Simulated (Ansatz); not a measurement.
# Lattice dynamics of Zr2NO2 monolayer, part 2 of 2

The cell of Zr2NO2 monolayer is at rest. What are its phonons? After the zone centre comes a 6×6×1 q mesh on a 12×12×1 k mesh.

Ansatz 0.2.0; DFT PBEsol, scalar-relativistic, plane waves, PAW; PAW set soft_1.

So far, highest frequency on the path or at a solved wavevector (cm⁻¹): step 3 (phonons on a q mesh) 591.

## Step 4: Another isotope, element N, natural mass 14.007 amu

An isotope changes the mass and not the force constants, so no new electronic calculation is needed; the shifts show which modes move this element.

The same force constants with the mass of N changed from 14.007 to 15.000 u (phonopy, no LO-TO term). Both lists are sorted by frequency; levels can cross, so a row need not hold one and the same mode. Modes under 3 cm⁻¹ are left out. Isotope shifts, by row, the first 40 of 57 rows:

```csv
q,rank,natural mass (cm⁻¹),changed mass (cm⁻¹)
0 0 0,4,93.17,93.17
0 0 0,5,93.17,93.17
0 0 0,6,229.5,229.5
0 0 0,7,298.7,298.7
0 0 0,8,298.7,298.7
0 0 0,9,371.4,369.9
0 0 0,10,371.4,369.9
0 0 0,11,477.5,464.4
0 0 0,12,477.5,464.4
0 0 0,13,524.6,519.1
0 0 0,14,535.5,535.5
0 0 0,15,591.1,578.5
0 0.1667 0,1,54.91,54.8
0 0.1667 0,2,80.82,80.73
0 0.1667 0,3,109.8,109.8
0 0.1667 0,4,120,119.9
0 0.1667 0,5,141.8,141.8
0 0.1667 0,6,202.2,202
0 0.1667 0,7,313.3,313.3
0 0.1667 0,8,326.3,325.2
0 0.1667 0,9,348,347.6
0 0.1667 0,10,374.9,373
0 0.1667 0,11,445.6,433.7
0 0.1667 0,12,461,448.5
0 0.1667 0,13,499.2,497.8
0 0.1667 0,14,503.8,502.4
0 0.1667 0,15,563.4,548.2
0 0.3333 0,1,-194.4,-193.8
0 0.3333 0,2,117.3,117.2
0 0.3333 0,3,122.1,122.1
0 0.3333 0,4,158.7,158.6
0 0.3333 0,5,191.7,191.6
0 0.3333 0,6,216,216
0 0.3333 0,7,346.3,345.3
0 0.3333 0,8,349,348.8
0 0.3333 0,9,362.8,357.4
0 0.3333 0,10,399.4,398.5
0 0.3333 0,11,413.8,409.5
0 0.3333 0,12,448,434.4
0 0.3333 0,13,475.4,473.2
```

A mode of this element alone would shift by -3.37 %. The highest zone-centre frequency without the field goes from 591.1 to 578.5 cm⁻¹ (-2.1 %). The product of the frequency ratios over all optical modes at Γ is 0.908; the product rule, (m/m′)^(3k/2) (M′/M)^(3/2) with k = 1 such atoms and M the mass of the cell, gives 0.908.

## Step 5: Isotope substitution, element O, natural mass 15.999 amu

The same for O, from 16.00 to 18.00 u.

The same force constants with the mass of O changed from 15.999 to 17.999 u (phonopy, no LO-TO term). Both lists are sorted by frequency; levels can cross, so a row need not hold one and the same mode. Modes under 3 cm⁻¹ are left out. Isotope shifts, by row, the first 40 of 57 rows:

```csv
q,rank,natural mass (cm⁻¹),changed mass (cm⁻¹)
0 0 0,4,93.17,93.08
0 0 0,5,93.17,93.08
0 0 0,6,229.5,226.7
0 0 0,7,298.7,281.9
0 0 0,8,298.7,281.9
0 0 0,9,371.4,356.1
0 0 0,10,371.4,356.1
0 0 0,11,477.5,473.7
0 0 0,12,477.5,473.7
0 0 0,13,524.6,502.3
0 0 0,14,535.5,511
0 0 0,15,591.1,587.1
0 0.1667 0,1,54.91,54.46
0 0.1667 0,2,80.82,80.24
0 0.1667 0,3,109.8,109.7
0 0.1667 0,4,120,119.5
0 0.1667 0,5,141.8,141.2
0 0.1667 0,6,202.2,200.8
0 0.1667 0,7,313.3,296
0 0.1667 0,8,326.3,309.4
0 0.1667 0,9,348,329.9
0 0.1667 0,10,374.9,358.6
0 0.1667 0,11,445.6,439.9
0 0.1667 0,12,461,457.4
0 0.1667 0,13,499.2,478.8
0 0.1667 0,14,503.8,480.7
0 0.1667 0,15,563.4,561.3
0 0.3333 0,1,-194.4,-192.4
0 0.3333 0,2,117.3,117
0 0.3333 0,3,122.1,121.6
0 0.3333 0,4,158.7,158.3
0 0.3333 0,5,191.7,189.9
0 0.3333 0,6,216,214.1
0 0.3333 0,7,346.3,329.1
0 0.3333 0,8,349,330.5
0 0.3333 0,9,362.8,351.6
0 0.3333 0,10,399.4,378.5
0 0.3333 0,11,413.8,402
0 0.3333 0,12,448,446.7
0 0.3333 0,13,475.4,455.5
```

A mode of this element alone would shift by -5.72 %. The highest zone-centre frequency without the field goes from 591.1 to 587.1 cm⁻¹ (-0.7 %). The product of the frequency ratios over all optical modes at Γ is 0.721; the product rule, (m/m′)^(3k/2) (M′/M)^(3/2) with k = 2 such atoms and M the mass of the cell, gives 0.721.

## Step 6: Another isotope, element Zr, natural mass 91.222 amu

The same for Zr, from 91.22 to 95.91 u.

The same force constants with the mass of Zr changed from 91.222 to 95.908 u (phonopy, no LO-TO term). Both lists are sorted by frequency; levels can cross, so a row need not hold one and the same mode. Modes under 3 cm⁻¹ are left out. Isotope shifts, by row, the first 40 of 57 rows:

```csv
q,rank,natural mass (cm⁻¹),changed mass (cm⁻¹)
0 0 0,4,93.17,90.9
0 0 0,5,93.17,90.9
0 0 0,6,229.5,224.8
0 0 0,7,298.7,298.6
0 0 0,8,298.7,298.6
0 0 0,9,371.4,369.7
0 0 0,10,371.4,369.7
0 0 0,11,477.5,477.5
0 0 0,12,477.5,477.5
0 0 0,13,524.6,524
0 0 0,14,535.5,533
0 0 0,15,591.1,588.8
0 0.1667 0,1,54.91,53.8
0 0.1667 0,2,80.82,79.1
0 0.1667 0,3,109.8,107.2
0 0.1667 0,4,120,117.2
0 0.1667 0,5,141.8,138.6
0 0.1667 0,6,202.2,198
0 0.1667 0,7,313.3,313.1
0 0.1667 0,8,326.3,326.1
0 0.1667 0,9,348,347.4
0 0.1667 0,10,374.9,373.6
0 0.1667 0,11,445.6,445.4
0 0.1667 0,12,461,460.9
0 0.1667 0,13,499.2,497.1
0 0.1667 0,14,503.8,502.2
0 0.1667 0,15,563.4,562.3
0 0.3333 0,1,-194.4,-190.8
0 0.3333 0,2,117.3,114.6
0 0.3333 0,3,122.1,119.3
0 0.3333 0,4,158.7,155
0 0.3333 0,5,191.7,187.7
0 0.3333 0,6,216,211.4
0 0.3333 0,7,346.3,345.6
0 0.3333 0,8,349,348.4
0 0.3333 0,9,362.8,361.6
0 0.3333 0,10,399.4,398.9
0 0.3333 0,11,413.8,412.6
0 0.3333 0,12,448,447.9
0 0.3333 0,13,475.4,473.8
```

A mode of this element alone would shift by -2.47 %. The highest zone-centre frequency without the field goes from 591.1 to 588.8 cm⁻¹ (-0.4 %). The product of the frequency ratios over all optical modes at Γ is 0.914; the product rule, (m/m′)^(3k/2) (M′/M)^(3/2) with k = 2 such atoms and M the mass of the cell, gives 0.914.

## Step 7: What came out

| Item | Value |
| --- | --- |
| space group (within 0.01 Å) | P-3m1 |
| area per atom | 1.81 Å² |
| electronic character | no gap on this mesh |
| highest optical mode at the zone centre (no LO-TO term) | 591 cm⁻¹ |
| lowest optical zone-centre mode | 93.2 cm⁻¹ |
| lowest mode on the q mesh (acoustic modes at Γ apart) | -194 cm⁻¹ |
| highest frequency on the path or at a solved wavevector | 591 cm⁻¹ |
| imaginary modes on the 6×6×1 q mesh | yes |

**Reading.** Modes are clearly imaginary (beyond 10i cm⁻¹) at 3 of the 7 irreducible wavevectors, most at q = (0, 0.333, 0) (194.4i cm⁻¹), so this structure is not a minimum of the energy. The optical modes at Γ span 93 to 591 cm⁻¹. The highest mode in this list at Γ, 591.1 cm⁻¹, has its largest share on N (69 % of the kinetic energy). With no gap, or one that is small against the smearing, the frequencies hang on the k mesh and the smearing, most of all near Kohn anomalies. The phonon runs are without spin polarisation, although the cell has an odd electron count. In a sheet or slab the interpolated bending branch near Γ is rough, since the rotational sum rule isn't imposed. The PAW files were made for PBE and serve the other functionals too. A phonon run warned that its eigensolver left some bands unconverged in a pass. The starting cell was built on a prototype and not taken from a measurement. These are harmonic frequencies at zero temperature: anharmonic shifts, linewidths and thermal expansion are left out.

[Logs are printed without paths, hosts, clocks, repeated set-up lines and the standing remarks that a program may print on its own settings, such as how far it seeks lower states.]

[Hosts, paths, dates, database ids (printed as entryN), source tags and the programs' standing remarks are cut or masked in the printed files.]
